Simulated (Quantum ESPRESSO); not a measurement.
# Collinear magnetic orders of FeSi (Fersilicite) with Quantum ESPRESSO, part 2 of 2

A self-consistent run ends on one state, which hangs on the start. Several orders of FeSi (Fersilicite) are started in Quantum ESPRESSO and their energies compared.

Quantum ESPRESSO 7.5; LDA; plane waves with GBRV 1.5 LDA potentials, no spin-orbit coupling.

So far: The starting structure; Start 1: ferro ++++.

The database entry behind the starting cell differs from later determinations by our own check (about 0.5 % short), so it need not match the best structure at ambient conditions.

**3. Run 2, typed as antiferro ++−−**

The input, pw.in:

```
&CONTROL
  calculation = 'scf'
  prefix = 'pwscf'
  outdir = './tmp'
  pseudo_dir = './pseudo'
  disk_io = 'nowf'
/
&SYSTEM
  ibrav = 0
  celldm(1) = 8
  nat = 8
  ntyp = 3
  ecutwfc = 40
  ecutrho = 280
  nbnd = 52
  occupations = 'smearing'
  smearing = 'fd'
  degauss = 0.00734986
  nspin = 2
  starting_magnetization(1) = 0.175
  starting_magnetization(2) = -0.175
  starting_magnetization(3) = 0
/
&ELECTRONS
  conv_thr = 1.6d-08
  electron_maxstep = 150
  mixing_beta = 0.3
/
ATOMIC_SPECIES
Fe1    55.8450 fe_lda_v1.5.uspp.F.UPF
Fe2    55.8450 fe_lda_v1.5.uspp.F.UPF
Si     28.0850 si_lda_v1.uspp.F.UPF
CELL_PARAMETERS alat
   1.0551758248379    0.0000000000000    0.0000000000000
   0.0000000000000    1.0551758248379    0.0000000000000
   0.0000000000000    0.0000000000000    1.0551758248379
ATOMIC_POSITIONS crystal
Fe1     0.1340000000    0.1340000000    0.1340000000
Fe1     0.3660000000    0.8660000000    0.6340000000
Fe2     0.6340000000    0.3660000000    0.8660000000
Fe2     0.8660000000    0.6340000000    0.3660000000
Si      0.8445000000    0.8445000000    0.8445000000
Si      0.6555000000    0.1555000000    0.3445000000
Si      0.3445000000    0.6555000000    0.1555000000
Si      0.1555000000    0.3445000000    0.6555000000
K_POINTS automatic
6 6 6 0 0 0
```

On the command line:

```bash
$ OMP_NUM_THREADS=1 mpirun -n 4 pw.x -nk 4 -in pw.in > pw.out
```

The log of the run:

```text
[banner, memory and clock lines left out]
Program PWSCF v.7.5 starts

     Message from routine setup:
     using ibrav=0 with symmetry is DISCOURAGED, use correct ibrav instead

     bravais-lattice index     =            0
     lattice parameter (alat)  =       8.0000  a.u.
     unit-cell volume          =     601.5122 (a.u.)^3
     number of atoms/cell      =            8
     number of atomic types    =            3
     number of electrons       =        80.00
     number of Kohn-Sham states=           52
     kinetic-energy cutoff     =      40.0000  Ry
     charge density cutoff     =     280.0000  Ry
     scf convergence threshold =      1.6E-08
     mixing beta               =       0.3000
     number of iterations used =            8  plain     mixing
     Exchange-correlation= SLA  PZ   NOGX NOGC
                           (   1   1   0   0   0   0   0)

     celldm(1)=   8.000000  celldm(2)=   0.000000  celldm(3)=   0.000000
     celldm(4)=   0.000000  celldm(5)=   0.000000  celldm(6)=   0.000000

     crystal axes: (cart. coord. in units of alat)
               a(1) = (   1.055176   0.000000   0.000000 )
               a(2) = (   0.000000   1.055176   0.000000 )
               a(3) = (   0.000000   0.000000   1.055176 )

     reciprocal axes: (cart. coord. in units 2 pi/alat)
               b(1) = (  0.947709  0.000000  0.000000 )
               b(2) = (  0.000000  0.947709  0.000000 )
               b(3) = (  0.000000  0.000000  0.947709 )

     PseudoPot. # 1 for Fe read from file:
     fe_lda_v1.5.uspp.F.UPF
     Pseudo is Ultrasoft + core correction, Zval = 16.0

     PseudoPot. # 2 for Fe read from file:
     fe_lda_v1.5.uspp.F.UPF
     Pseudo is Ultrasoft + core correction, Zval = 16.0

     PseudoPot. # 3 for Si read from file:
     si_lda_v1.uspp.F.UPF
     Pseudo is Ultrasoft + core correction, Zval =  4.0

     atomic species   valence    mass     pseudopotential
     Fe1              16.00    55.84500     Fe( 1.00)
     Fe2              16.00    55.84500     Fe( 1.00)
     Si                4.00    28.08500     Si( 1.00)

     Starting magnetic structure
     atomic species   magnetization
     Fe1             0.175
     Fe2            -0.175
     Si              0.000

      2 Sym. Ops. (no inversion) found ( 1 have fractional translation)

   Cartesian axes

     site n.     atom                  positions (alat units)
         1        Fe1    tau(   1) = (   0.1413936   0.1413936   0.1413936  )
         2        Fe1    tau(   2) = (   0.3861944   0.9137823   0.6689815  )
         3        Fe2    tau(   3) = (   0.6689815   0.3861944   0.9137823  )
         4        Fe2    tau(   4) = (   0.9137823   0.6689815   0.3861944  )
         5        Si     tau(   5) = (   0.8910960   0.8910960   0.8910960  )
         6        Si     tau(   6) = (   0.6916678   0.1640798   0.3635081  )
         7        Si     tau(   7) = (   0.3635081   0.6916678   0.1640798  )
         8        Si     tau(   8) = (   0.1640798   0.3635081   0.6916678  )

     number of k points=    80  Fermi-Dirac smearing, width (Ry)=  0.0073
                       cart. coord. in units 2pi/alat
        k(    1) = (   0.0000000   0.0000000   0.0000000), wk =   0.0046296
        k(    2) = (   0.0000000   0.0000000   0.1579516), wk =   0.0092593
        k(    3) = (   0.0000000   0.0000000   0.3159031), wk =   0.0092593
        k(    4) = (   0.0000000   0.0000000  -0.4738547), wk =   0.0046296
        k(    5) = (   0.0000000   0.1579516   0.1579516), wk =   0.0185185
        [... 75 further k-points ...]

     Dense  grid:    47497 G-vectors     FFT dimensions: (  48,  45,  48)

     Smooth grid:    20377 G-vectors     FFT dimensions: (  36,  36,  36)

     Check: negative core charge=   -0.000034
     Generating pointlists ...
     new r_m :   0.2183 (alat units)  1.7460 (a.u.) for type    1
     new r_m :   0.2183 (alat units)  1.7460 (a.u.) for type    2
     new r_m :   0.2183 (alat units)  1.7460 (a.u.) for type    3

     Initial potential from superposition of free atoms

     starting charge      75.9976, renormalised to      80.0000
     Starting wfcs are   68 randomized atomic wfcs

     Self-consistent Calculation

     iteration #  1     ecut=    40.00 Ry     beta= 0.30
     Davidson diagonalization with overlap
     ethr =  1.00E-02,  avg # of iterations =  3.8

     total energy              =   -1037.35075965 Ry
     estimated scf accuracy    <       9.12162699 Ry

     total magnetization       =     0.00 Bohr mag/cell
     absolute magnetization    =     6.26 Bohr mag/cell

     iteration #  2     ecut=    40.00 Ry     beta= 0.30
     Davidson diagonalization with overlap
     ethr =  1.00E-02,  avg # of iterations =  2.9

     total energy              =   -1039.07885020 Ry
     estimated scf accuracy    <       8.42341758 Ry

     total magnetization       =    -0.00 Bohr mag/cell
     absolute magnetization    =     4.16 Bohr mag/cell

     [... further iterations left out ...]

     iteration # 17     ecut=    40.00 Ry     beta= 0.30
     Davidson diagonalization with overlap
     ethr =  3.70E-10,  avg # of iterations =  1.7

     total energy              =   -1040.14748732 Ry
     estimated scf accuracy    <       0.00000010 Ry

     total magnetization       =     0.00 Bohr mag/cell
     absolute magnetization    =     0.00 Bohr mag/cell

     iteration # 18     ecut=    40.00 Ry     beta= 0.30
     Davidson diagonalization with overlap
     ethr =  1.19E-10,  avg # of iterations =  1.1

     Magnetic moment per site  (integrated on atomic sphere of radius R)
     atom   1 (R=0.218)  charge= 14.0435  magn=  0.0003
     atom   2 (R=0.218)  charge= 14.0435  magn=  0.0003
     atom   3 (R=0.218)  charge= 14.0432  magn=  0.0005
     atom   4 (R=0.218)  charge= 14.0432  magn=  0.0005
     atom   5 (R=0.218)  charge=  1.6363  magn= -0.0000
     atom   6 (R=0.218)  charge=  1.6363  magn= -0.0000
     atom   7 (R=0.218)  charge=  1.6364  magn= -0.0000
     atom   8 (R=0.218)  charge=  1.6364  magn= -0.0000

     End of self-consistent calculation

     Number of k-points >= 100: set verbosity='high' to print the bands.

     the Fermi energy is    15.9912 ev

!    total energy              =   -1040.14748733 Ry
     estimated scf accuracy    <          4.2E-09 Ry
     smearing contrib. (-TS)   =      -0.01699928 Ry
     internal energy E=F+TS    =   -1040.13048806 Ry

     The total energy is F=E-TS. E is the sum of the following terms:
     one-electron contribution =    -605.54837414 Ry
     hartree contribution      =     348.95121544 Ry
     xc contribution           =    -133.40158538 Ry
     ewald contribution        =    -650.13174398 Ry

     total magnetization       =     0.00 Bohr mag/cell
     absolute magnetization    =     0.00 Bohr mag/cell

     convergence has been achieved in  18 iterations
```

It took 2.6 min on 4 MPI ranks of Arm Neoverse V2, shared host; peak memory 0.8 GiB.

Spin moment in the atom's sphere by atom:

```
atom  spin moment in the atom's sphere (μB)
 Fe1                                 0.0003
 Fe2                                 0.0003
 Fe3                                 0.0005
 Fe4                                 0.0005
 Si5                                 0.0000
 Si6                                 0.0000
 Si7                                 0.0000
 Si8                                 0.0000
```

This step gave:

```yaml
smearing_term_ts: 0.2313 eV
magnetization: 0 μB
absolute_magnetization: 0 μB
final_state: non-magnetic
```

**4. Start 3: ferri +++−**

pw.in: that of step 3 with these lines changed.

```diff
@@ -14,3 +14,3 @@
   ecutrho = 280
-  nbnd = 52
+  nbnd = 55
   occupations = 'smearing'
@@ -39,3 +39,3 @@
 Fe1     0.3660000000    0.8660000000    0.6340000000
-Fe2     0.6340000000    0.3660000000    0.8660000000
+Fe1     0.6340000000    0.3660000000    0.8660000000
 Fe2     0.8660000000    0.6340000000    0.3660000000
```

The log of the run:

```text
     [... lines left out ...]
Program PWSCF v.7.5 starts
     [... lines left out ...]
     number of atoms/cell      =            8
     [... lines left out ...]
     number of electrons       =        80.00
     number of Kohn-Sham states=           55
     kinetic-energy cutoff     =      40.0000  Ry
     charge density cutoff     =     280.0000  Ry
     scf convergence threshold =      1.6E-08
     [... lines left out ...]
      3 Sym. Ops. (no inversion) found ( 2 have fractional translation)
     [... lines left out ...]
     number of k points=    40  Fermi-Dirac smearing, width (Ry)=  0.0073
     [... lines left out ...]
     iteration # 23     ecut=    40.00 Ry     beta= 0.30
     [... lines left out ...]
     Magnetic moment per site  (integrated on atomic sphere of radius R)
     atom   1 (R=0.218)  charge= 14.0433  magn=  0.0003
     atom   2 (R=0.218)  charge= 14.0433  magn=  0.0003
     atom   3 (R=0.218)  charge= 14.0433  magn=  0.0003
     atom   4 (R=0.218)  charge= 14.0432  magn= -0.0002
     atom   5 (R=0.218)  charge=  1.6363  magn= -0.0000
     atom   6 (R=0.218)  charge=  1.6363  magn= -0.0000
     atom   7 (R=0.218)  charge=  1.6363  magn= -0.0000
     atom   8 (R=0.218)  charge=  1.6363  magn= -0.0000
     [... lines left out ...]
     the Fermi energy is    15.9912 ev
!    total energy              =   -1040.14748323 Ry
     estimated scf accuracy    <          3.9E-09 Ry
     smearing contrib. (-TS)   =      -0.01699934 Ry
     [... lines left out ...]
     total magnetization       =     0.00 Bohr mag/cell
     absolute magnetization    =     0.00 Bohr mag/cell
     convergence has been achieved in  23 iterations
```

Elapsed: 1.8 min, on 4 MPI ranks; peak memory 0.67 GiB; 7.2 min of CPU time.

Spin moment in the atom's sphere by atom:

```
atom  spin moment in the atom's sphere (μB)
 Fe1                                 0.0003
 Fe2                                 0.0003
 Fe3                                 0.0003
 Fe4                                -0.0002
 Si5                                 0.0000
 Si6                                 0.0000
 Si7                                 0.0000
 Si8                                 0.0000
```

Numbers from this step:

| Property | Result |
| --- | --- |
| smearing term TS | 0.2313 eV |
| magnetization | 0 μB |
| absolute magnetization | 0 μB |
| final state | non-magnetic |

**5. The states side by side**

An order is kept where moments of 0.15 μB or more survive with the typed signs; meshes match where a doubled cell samples the same k points as the first cell.

Orders:

```
         start   final state  typed order kept  energy over the lowest (meV a seeded atom)  largest site moment (μB)  net moment (μB a cell of the first run)  mesh matched  CPU time (s)
    ferro ++++  non-magnetic                no                                     0.01406                  0.001815                                 0.006507           yes           258
antiferro ++--  non-magnetic                no                                           0                         0                                 0.001381           yes         622.1
    ferri +++-  non-magnetic                no                                     0.01395                         0                                  5.24e-4           yes         433.1
```

**6. What came out**

| Item | Value |
| --- | --- |
| lowest state found | non-magnetic (from ferro ++++, antiferro ++-- and ferri +++-) |
| largest site moment | 0 μB |

The lowest state carries no moment, and no start kept one. Only these 3 starts were compared; other wavevectors, canted and longer-period orders were not. Energies are free energies at an electronic temperature of 1160 K, which lowers moments and differences where the moments are itinerant.

[Logs and program files are shortened in this print: banners, set-up blocks, solver, clock and traceback lines can be left out without a mark of their own.]

[Logs are printed without paths, hosts, clocks, repeated set-up lines and the standing remarks that a program may print on its own settings, such as how far it seeks lower states.]

[Hosts, paths, dates, database ids (printed as entryN), source tags and the programs' standing remarks are cut or masked in the printed files.]

[Where a cell is said to come from a database of computed structures, the database is the Materials Project.]
